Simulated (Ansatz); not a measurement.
## KBr (Fm-3m): from the cell to its phonons

Aim: the vibrations of KBr (Fm-3m), their spectra, and whether the structure is stable.

Main program and level: Ansatz 0.2.0; DFT LDA, scalar-relativistic, plane waves, norm-conserving pseudopotentials.

### Step 1. Starting point

Symmetry: Fm-3m, No. 225, cubic system. Conventional cell: a = 6.600 Å, b = 6.600 Å, c = 6.600 Å, α = 90.00°, β = 90.00°, γ = 90.00°. Nearest to K lie 6 Br at 3.30 Å. Br has 6 K at 3.30 Å nearest. Farther neighbours and most contacts between anions are not listed.

### Step 2. Relaxation

The cell and atoms are relaxed, since residual forces and stress would shift the frequencies.

The input, input.yaml:

```yaml
crystal:
  lattice:
    - [0.0, 3.3, 3.3]
    - [3.3, 0.0, 3.3]
    - [3.3, 3.3, 0.0]
  atoms:
    - { symbol: K, position: [0.0, 0.0, 0.0] }
    - { symbol: Br, position: [0.5, 0.5, 0.5] }
kpoints:
  mp_grid: { grid: [6, 6, 6] }
hamiltonian:
  xc: lda
  pseudopotentials: { kind: nc }
scf:
  occupations: { method: gaussian, width: 0.02 }
output:
  forces: true
  stress: true
  eigenvalues: true
relax:
  adjacent_minimum: "off"
  f_tol: 0.005
  max_steps: 80
  cell: { stress_tol: 0.05 }
```

Run with:

```
> ansatz run input.yaml --threads 4 --pin off --max-ram 10240MiB --backend cpu --events-out ev --progress --plain --runs-dir out
```

Numbers of over 12 decimals in the logs are rounded to 6 here.

The log of the run:

```text
Engine: ansatz 0.2.0, aarch64-unknown-linux-gnu
Pseudopotentials: kind: nc
Pseudopotential: K, nc, valence charge 9, recommended cutoff 979.609905 eV (normal), K.nc.azcp (PseudoDojo's, or run here from an input of PseudoDojo's: the run reads no file of this project's for it)
Pseudopotential: Br, nc, valence charge 7, recommended cutoff 598.650497 eV (normal), Br.nc.azcp (PseudoDojo's, or run here from an input of PseudoDojo's: the run reads no file of this project's for it)
Functional definition: SPW92
  exchange = slater_x
  correlation = pw_c
Crystal: 2 atoms, lattice volume = 71.874 Å³
Basis set: ecut = 979.609905 eV, 5029 PW (Γ)
Bands: 12, of which v1, the nominal top of the filled ones, is band 8 counted from 1 (7 counted from 0)
Symmetry: 48 space group operations
Space group: Fm-3m (ITA 225), of the structure as read, at distance tolerance 4.2e-5 Å
k-points: 16 of 216
Non-local potential: K, projectors of the file, l = 0: 2, l = 1: 2, l = 2: 2
Non-local potential: Br, projectors of the file, l = 0: 2, l = 1: 2, l = 2: 2
Initial density: superposition of atomic densities (chi_scale 0.1, normalization cell, long waves kept (reshape's long-wave potential 0.00 eV rms))
Initial wavefunctions: pseudopotential atomic-orbital guess
Functional: x = slater, c = lda
SCF iter   1: F=—  HF=-1247.872744 eV  |F-HF|=—  |Δ(HF+E_count)|=         —  Δρ=3.65e-2  dr2=1.57e0  ethr=3.10e-3  ⟨swp⟩=8.6  Hψ=1777  notcnv=0
preconditioner: auto → none  [insulator: Δε(μ)=3.109 eV  Ē_g=14.540 eV  σ=0.020 eV  W_gap=1.00  n_scr=14 (ndim 8)  ℏωp=16.4 eV  f_vac=0.000  D(μ)=0.00/eV (n_scr^D=0)  ε∞_Penn≈2.3]
SCF iter   2: F=—  HF=-1247.166344 eV  |F-HF|=—  |Δ(HF+E_count)|=   7.06e-1  Δρ=8.00e-3  dr2=6.99e-2  ethr=3.10e-3  ⟨swp⟩=3.8  Hψ=590  notcnv=0
SCF iter   3: F=—  HF=-1247.147525 eV  |F-HF|=—  |Δ(HF+E_count)|=   1.88e-2  Δρ=3.63e-3  dr2=8.86e-3  ethr=4.37e-4  ⟨swp⟩=3.4  Hψ=370  notcnv=0
SCF iter   4: F=—  HF=-1247.146712 eV  |F-HF|=—  |Δ(HF+E_count)|=   8.14e-4  Δρ=1.35e-3  dr2=2.37e-3  ethr=5.54e-5  ⟨swp⟩=2.2  Hψ=263  notcnv=0
SCF iter   5: F=—  HF=-1247.146230 eV  |F-HF|=—  |Δ(HF+E_count)|=   4.82e-4  Δρ=2.84e-4  dr2=1.04e-4  ethr=1.48e-5  ⟨swp⟩=3.6  Hψ=374  notcnv=0
SCF iter   6: F=—  HF=-1247.146219 eV  |F-HF|=—  |Δ(HF+E_count)|=   1.06e-5  Δρ=3.69e-5  dr2=1.69e-6  ethr=6.51e-7  ⟨swp⟩=2.1  Hψ=318  notcnv=0
SCF iter   7: F=—  HF=-1247.146180 eV  |F-HF|=—  |Δ(HF+E_count)|=   3.90e-5  Δρ=4.78e-6  dr2=1.18e-8  ethr=6.25e-10  ⟨swp⟩=7.4  Hψ=1451  notcnv=0
SCF iter   8: F=-1247.146180 eV  HF=-1247.146180 eV  |F-HF|=4.48e-11  |Δ(HF+E_count)|=   3.40e-9  Δρ=4.52e-7  dr2=8.03e-11  ethr=7.37e-11  ⟨swp⟩=2.9  Hψ=758  notcnv=0
SCF 1 converged in 8 iterations: F = -1247.146180 eV  dr2 = 8.03e-11
relax step   1: F+E_penalty+E_count = -1247.14618034 eV  Δ(F+E_penalty+E_count) = +0.000e0 eV  max|allowed force component| = 7.732e-30 eV/Å  Δτ_max = 0.0000 Å  P = -1.655 GPa  Ω = 71.874 Å³  (8 SCF iters, dr2 threshold 1.00e-7 eV, accepted)
Crystal: 2 atoms, lattice volume = 68.304 Å³
Basis set: ecut = 979.609905 eV, 4693 PW (Γ)
Initial density: handed on by an earlier stage of this run
Initial wavefunctions: those handed on with the density
iter 1 solved again at ethr=1.20e-5 eV; its pass at ethr=3.10e-3 eV (dr2=1.92e-3 eV) is discarded
SCF iter   1: F=—  HF=-1247.177061 eV  |F-HF|=—  |Δ(HF+E_count)|=         —  Δρ=1.12e-3  dr2=2.14e-3  ethr=1.20e-5  ⟨swp⟩=2.1  Hψ=1921  notcnv=0
preconditioner: auto → none  [insulator: Δε(μ)=4.126 eV  Ē_g=14.574 eV  σ=0.020 eV  W_gap=1.00  n_scr=14 (ndim 8)  ℏωp=16.8 eV  f_vac=0.036  D(μ)=0.00/eV (n_scr^D=0)  ε∞_Penn≈2.3]
SCF iter   2: F=—  HF=-1247.176118 eV  |F-HF|=—  |Δ(HF+E_count)|=   9.43e-4  Δρ=5.32e-4  dr2=1.87e-4  ethr=1.20e-5  ⟨swp⟩=3.1  Hψ=397  notcnv=0
SCF iter   3: F=—  HF=-1247.176029 eV  |F-HF|=—  |Δ(HF+E_count)|=   8.94e-5  Δρ=2.10e-4  dr2=2.82e-5  ethr=1.17e-6  ⟨swp⟩=2.2  Hψ=298  notcnv=0
SCF iter   4: F=—  HF=-1247.176023 eV  |F-HF|=—  |Δ(HF+E_count)|=   5.83e-6  Δρ=2.56e-5  dr2=8.22e-7  ethr=1.76e-7  ⟨swp⟩=2.5  Hψ=299  notcnv=0
SCF iter   5: F=-1247.176023 eV  HF=-1247.176023 eV  |F-HF|=5.82e-9  |Δ(HF+E_count)|=   4.46e-8  Δρ=5.21e-6  dr2=1.60e-8  ethr=1.25e-9  ⟨swp⟩=8.2  Hψ=1165  notcnv=0
SCF 2 converged in 5 iterations: F = -1247.176023 eV  dr2 = 1.60e-8
relax step   2: F+E_penalty+E_count = -1247.17602271 eV  Δ(F+E_penalty+E_count) = -2.984e-2 eV  max|allowed force component| = 3.300e-29 eV/Å  Δτ_max = 0.0000 Å  P = -0.976 GPa  Ω = 68.304 Å³  energy of the carried Pulay correction = +1.195e-4 eV  (5 SCF iters, dr2 threshold 2.00e-7 eV, accepted)
Crystal: 2 atoms, lattice volume = 63.756 Å³
Basis set: ecut = 979.609905 eV, 4477 PW (Γ)
iter 1 solved again at ethr=1.85e-5 eV; its pass at ethr=3.10e-3 eV (dr2=2.96e-3 eV) is discarded
SCF iter   1: F=—  HF=-1247.188800 eV  |F-HF|=—  |Δ(HF+E_count)|=         —  Δρ=1.48e-3  dr2=3.30e-3  ethr=1.85e-5  ⟨swp⟩=2.2  Hψ=1935  notcnv=0
preconditioner: auto → none  [insulator: Δε(μ)=4.318 eV  Ē_g=14.725 eV  σ=0.020 eV  W_gap=1.00  n_scr=14 (ndim 8)  ℏωp=17.4 eV  f_vac=0.021  D(μ)=0.00/eV (n_scr^D=0)  ε∞_Penn≈2.4]
SCF iter   2: F=—  HF=-1247.187319 eV  |F-HF|=—  |Δ(HF+E_count)|=   1.48e-3  Δρ=7.01e-4  dr2=2.95e-4  ethr=1.85e-5  ⟨swp⟩=3.1  Hψ=389  notcnv=0
SCF iter   3: F=—  HF=-1247.187246 eV  |F-HF|=—  |Δ(HF+E_count)|=   7.24e-5  Δρ=2.70e-4  dr2=4.15e-5  ethr=1.84e-6  ⟨swp⟩=2.1  Hψ=297  notcnv=0
SCF iter   4: F=—  HF=-1247.187197 eV  |F-HF|=—  |Δ(HF+E_count)|=   4.91e-5  Δρ=3.51e-5  dr2=1.38e-6  ethr=2.59e-7  ⟨swp⟩=2.4  Hψ=287  notcnv=0
SCF iter   5: F=-1247.187197 eV  HF=-1247.187197 eV  |F-HF|=8.88e-9  |Δ(HF+E_count)|=   1.07e-7  Δρ=6.65e-6  dr2=2.43e-8  ethr=1.25e-9  ⟨swp⟩=8.5  Hψ=1194  notcnv=0
SCF 3 converged in 5 iterations: F = -1247.187197 eV  dr2 = 2.43e-8
relax step   3: F+E_penalty+E_count = -1247.18719715 eV  Δ(F+E_penalty+E_count) = -1.117e-2 eV  max|allowed force component| = 2.682e-29 eV/Å  Δτ_max = 0.0000 Å  P = +0.288 GPa  Ω = 63.756 Å³  energy of the carried Pulay correction = +2.809e-4 eV  (5 SCF iters, dr2 threshold 2.00e-7 eV, accepted)
[...]
relax step   4: F+E_penalty+E_count = -1247.18794624 eV  Δ(F+E_penalty+E_count) = -7.491e-4 eV  max|allowed force component| = 6.541e-30 eV/Å  Δτ_max = 0.0000 Å  P = +0.002 GPa  Ω = 64.630 Å³  energy of the carried Pulay correction = +2.490e-4 eV  (4 SCF iters, dr2 threshold 2.00e-7 eV, accepted)
Initial wavefunctions: pseudopotential atomic-orbital guess (no wavefunctions were taken with the density)
iter 1 solved again at ethr=4.29e-6 eV; its pass at ethr=3.10e-3 eV (dr2=6.86e-4 eV) is discarded
SCF iter   1: F=—  HF=-1247.187866 eV  |F-HF|=—  |Δ(HF+E_count)|=         —  Δρ=4.25e-5  dr2=7.12e-8  ethr=4.29e-6  ⟨swp⟩=3.5  Hψ=2314  notcnv=0
eigensolver tolerance schedule: the retry pair's looser diagonalisation over-reported the residual by 9629.47 of it (diagonalisation noise at an unbounded share of the residual, at the tolerance the schedule requests for it); recorded, not acted on — ethr = c·dr2/N_el stays at c = 1.0e-1
preconditioner: auto → none  [insulator: Δε(μ)=4.324 eV  Ē_g=14.690 eV  σ=0.020 eV  W_gap=1.00  n_scr=14 (ndim 8)  ℏωp=17.3 eV  f_vac=0.031  D(μ)=0.00/eV (n_scr^D=0)  ε∞_Penn≈2.4]
SCF iter   2: F=—  HF=-1247.187826 eV  |F-HF|=—  |Δ(HF+E_count)|=   3.98e-5  Δρ=2.20e-5  dr2=5.20e-8  ethr=4.45e-10  ⟨swp⟩=4.4  Hψ=519  notcnv=0
SCF iter   3: F=—  HF=-1247.187826 eV  |F-HF|=—  |Δ(HF+E_count)|=   1.48e-8  Δρ=7.70e-6  dr2=4.91e-9  ethr=3.25e-10  ⟨swp⟩=2.0  Hψ=304  notcnv=0
SCF iter   4: F=—  HF=-1247.187826 eV  |F-HF|=—  |Δ(HF+E_count)|=   3.11e-9  Δρ=1.64e-6  dr2=1.55e-9  ethr=3.07e-11  ⟨swp⟩=1.1  Hψ=197  notcnv=0
SCF iter   5: F=—  HF=-1247.187826 eV  |F-HF|=—  |Δ(HF+E_count)|=  4.41e-10  Δρ=3.56e-7  dr2=1.55e-10  ethr=9.66e-12  ⟨swp⟩=2.0  Hψ=240  notcnv=0
SCF iter   6: F=—  HF=-1247.187826 eV  |F-HF|=—  |Δ(HF+E_count)|=  5.21e-11  Δρ=1.52e-7  dr2=2.82e-11  ethr=1.00e-12  ⟨swp⟩=2.1  Hψ=247  notcnv=0
SCF iter   7: F=-1247.187826 eV  HF=-1247.187826 eV  |F-HF|=0.00e0  |Δ(HF+E_count)|=  1.07e-11  Δρ=2.00e-8  dr2=3.84e-13  ethr=1.00e-12  ⟨swp⟩=7.3  Hψ=930  notcnv=0
SCF 5 converged in 7 iterations: F = -1247.187826 eV  dr2 = 3.84e-13
relax step   5: F+E_penalty+E_count = -1247.18782609 eV  Δ(F+E_penalty+E_count) = +1.202e-4 eV  max|allowed force component| = 4.939e-30 eV/Å  Δτ_max = 0.0000 Å  P = -0.002 GPa  Ω = 64.630 Å³  stress off target by 2.17e-3 GPa  SCF on the basis re-selected at this cell (its energy is not comparable with the rows above)  (7 SCF iters)
basis re-selected at this cell: Δ(F+E_penalty+E_count) = +1.202e-4 eV, ΔP = -0.005 GPa vs the last step (what re-selecting the basis moved, of the pressure what is left beyond the Pulay correction that the steps carried, after the strain that the cell walked since its last selection, with what the two solves' SCF thresholds leave and, on support functions, any second-order correction that the steps lacked; it is no m [...]
SCF converged after 7 iterations
Free energy (F): -1247.187826 eV
Harris-Foulkes:  -1247.187826 eV  (|F-HF|=0.00e0)
Internal energy: -1247.187826 eV  (E = F + TS)
E sigma→0 (E₀):  -1247.187826 eV
Fermi energy:    3.774289 eV
--- Per-component energies (eV) ---
  E_band       = -123.160783
  E_kinetic    = 400.249103
  E_local      = -932.324187  (includes V_loc(G=0)·N_el)
  E_nonlocal   = 179.542195
  E_hartree    = 245.395708
  E_xc         = -311.227738
  E_vxc        = -261.419305  (∫ρ·V_xc dr)
  E_ewald      = -828.822908
  E_smearing   = -0.000000  (= −TS)
  E_closure    = -0.000000  (closes the sum)
  Σ components = -1247.187826   (vs F -1247.187826, Δ=0.00e0)
--- Forces (eV/Å), atoms counted from 1 ---
  atom   1  K     -0.00000000     0.00000000     0.00000000
  atom   2  Br     0.00000000    -0.00000000    -0.00000000
  max |Σ_I F_I| component: 9.06e-30 eV/Å
--- Stress (GPa, compression-positive) ---
       -0.002168      -0.000000      -0.000000
       -0.000000      -0.002168      -0.000000
       -0.000000      -0.000000      -0.002168
  P = ⅓ Tr σ = -0.0022 GPa (-0.022 kbar)
--- Band table (eV; the first three rows and the last of 16) ---
  k-point 0: bands = [... 4 lower, -9.3295, 1.6122, 1.6122, 1.6122, 5.9363, 8.9666, 8.9666, 8.9666]
  k-point 1: bands = [... 4 lower, -9.2519, 1.1392, 1.4896, 1.4896, 6.6862, 8.8340, 9.3294, 9.3294]
  k-point 2: bands = [... 4 lower, -9.1072, 0.4258, 1.2637, 1.2637, 7.7617, 9.2991, 10.3003, 10.3003]
  k-point 15: bands = [... 4 lower, -9.2604, 0.7672, 1.0059, 1.0729, 7.8898, 9.6590, 9.8737, 11.0053]
--- Relaxed structure (4 steps of the walk, 4 accepted, 1 SCFs on fresh bases) ---
  F+E_penalty+E_count = -1247.18782609 eV   max|allowed force component| = 4.939e-30 eV/Å   (the final SCF, on the basis selected at the relaxed cell)
  cell:  # Å, volume = 64.6299 Å³
    - [0, 3.185184, 3.185184]
    - [3.185184, 0, 3.185184]
    - [3.185184, 3.185184, 0]
  atoms:
    - { symbol: K, position: [0, 0, 0] }
    - { symbol: Br, position: [0.5, 0.5, 0.5] }
```

Wall time 2.7 s (4 threads of Arm Neoverse V2, shared host); peak memory 0.4 GiB.

Relaxation path:

| step | energy less that of the first step (eV) | largest force component (eV/Å) | pressure (GPa) | volume (Å³) |
| --- | --- | --- | --- | --- |
| 1 | 0.0000 | 0.0000 | -1.65 | 71.87 |
| 2 | -0.0298 | 0.0000 | -0.98 | 68.30 |
| 3 | -0.0410 | 0.0000 | 0.29 | 63.76 |
| 4 | -0.0418 | 0.0000 | 0.00 | 64.63 |
| 5* | -0.0416 | 0.0000 | 0.00 | 64.63 |

Relaxation steps marked * repeat the geometry before them on a plane-wave basis chosen anew for their cell, so energy and pressure can jump there.

Forces are held to the 48 operations that the run works with; a distortion that breaks them can't arise in this run.

| conventional cell, symmetrised | before | after | change |
| --- | --- | --- | --- |
| a (Å) | 6.600 | 6.370 | -3.5 % |
| b (Å) | 6.600 | 6.370 | -3.5 % |
| c (Å) | 6.600 | 6.370 | -3.5 % |
| volume (Å³/atom) | 35.94 | 32.31 | -10.1 % |

Final coordinates:

```xyz
2
Lattice="0.0000 3.1852 3.1852 3.1852 0.0000 3.1852 3.1852 3.1852 0.0000" Properties=species:S:1:pos:R:3 pbc="T T T"
K     0.0000    0.0000    0.0000
Br    3.1852    3.1852    3.1852
```

This step gave:

- pressure: -0.002168 GPa
- gap on the k-mesh: 4.324 eV
- volume per atom: 32.31 Å³
- direct gap on mesh: 4.324 eV

In this step the volume went from 35.94 to 32.31 Å³/atom.

### Step 3. Bringing the structure to rest

The relaxation is repeated from its end on the same settings, as a check that it has come to rest.

input.yaml, the sections that differ from step 2:

```yaml
crystal:
  lattice:
    - [0.0, 3.1851837912, 3.1851837912]
    - [3.1851837912, 0.0, 3.1851837912]
    - [3.1851837912, 3.1851837912, 0.0]
  atoms:
    - { symbol: K, position: [0.0, 0.0, 0.0] }
    - { symbol: Br, position: [0.5, 0.5, 0.5] }
output:
  forces: true
  stress: true
  eigenvalues: true
  write_density: true
  write_potential: true
  elf: true
  volumetric_format: npy
# kpoints, hamiltonian, scf, relax: as in step 2
```

The log of the run:

```text
[...]
Crystal: 2 atoms, lattice volume = 64.630 Å³
Basis set: ecut = 979.609905 eV, 4573 PW (Γ)
Bands: 12, of which v1, the nominal top of the filled ones, is band 8 counted from 1 (7 counted from 0)
Symmetry: 48 space group operations
[...]
k-points: 16 of 216
[...]
k-point 15: bands = [... 4 lower, -9.2604, 0.7672, 1.0059, 1.0729, 7.8898, 9.6590, 9.8737, 11.0053]
--- Relaxed structure (1 steps of the walk, 1 accepted, 1 SCFs on fresh bases) ---
[...]
cell:  # Å, volume = 64.6299 Å³
    - [0.0, 3.1851837912, 3.1851837912]
    - [3.1851837912, 0.0, 3.1851837912]
    - [3.1851837912, 3.1851837912, 0.0]
  atoms:
    - { symbol: K, position: [0.0, 0.0, 0.0] }
    - { symbol: Br, position: [0.500000, 0.500000, 0.500000] }
[key lines of the parts left out:]
SCF converged after 6 iterations
Free energy (F): -1247.187826 eV
Fermi energy:    3.774292 eV
P = ⅓ Tr σ = -0.0022 GPa (-0.022 kbar)
```

Run time: 1.2 s. Hardware: 4 threads; peak memory 0.39 GiB; 4.2 s of CPU time.

Little changed from the start: no atom moved by 0.005 Å and no cell edge by 0.1 %.

Numbers from this step:

| Property | Result |
| --- | --- |
| pressure | -0.002165 GPa |

In this step the volume went from 32.31 to 32.31 Å³/atom.

### Step 4. Relaxing to small forces for the phonons

Phonons need a cell at rest on their own settings, so the relaxation is repeated with tight tolerances on forces and stress on the k mesh and occupations of the first response run.

input.yaml, the sections that differ from step 3:

```yaml
kpoints:
  mp_grid: { grid: [8, 8, 8] }
scf:
  occupations: { method: fixed }
output:
  forces: true
  stress: true
  eigenvalues: true
relax:
  adjacent_minimum: "off"
  f_tol: 0.001
  max_steps: 60
  cell: { stress_tol: 0.01 }
# crystal, hamiltonian: as in step 3
```

The log of the run:

```text
[...]
Crystal: 2 atoms, lattice volume = 64.630 Å³
Basis set: ecut = 979.609905 eV, 4573 PW (Γ)
Bands: 12, of which v1, the nominal top of the filled ones, is band 8 counted from 1 (7 counted from 0)
Symmetry: 48 space group operations
[...]
k-points: 29 of 512
[...]
k-point 28: bands = [... 4 lower, -9.2197, 0.9061, 0.9061, 0.9202, 8.8123, 8.8123, 9.9901, 10.7736]
--- Relaxed structure (1 steps of the walk, 1 accepted, 1 SCFs on fresh bases) ---
[...]
cell:  # Å, volume = 64.6299 Å³
    - [0.0, 3.1851837912, 3.1851837912]
    - [3.1851837912, 0.0, 3.1851837912]
    - [3.1851837912, 3.1851837912, 0.0]
  atoms:
    - { symbol: K, position: [0.0, 0.0, 0.0] }
    - { symbol: Br, position: [0.500000, 0.500000, 0.500000] }
[key lines of the parts left out:]
SCF converged after 8 iterations
Free energy (F): -1247.187838 eV
Fermi energy:    1.612182 eV
P = ⅓ Tr σ = -0.0023 GPa (-0.023 kbar)
```

Run time: 2 s. Hardware: 4 threads; peak memory 0.42 GiB; 7.4 s of CPU time.

Little changed from the start: no atom moved by 0.005 Å and no cell edge by 0.1 %.

This step gave:

```
pressure : -0.002314 GPa
```

The forces vanish by symmetry and the pressure is -0.002 GPa, within the tolerances set. The cell now holds 32.31 Å³/atom.

[end of part 1 of 3]

[Logs are printed without paths, hosts, clocks, repeated set-up lines and the standing remarks that a program may print on its own settings, such as how far it seeks lower states.]

[Hosts, paths, dates, database ids (printed as entryN), source tags and the programs' standing remarks are cut or masked in the printed files.]
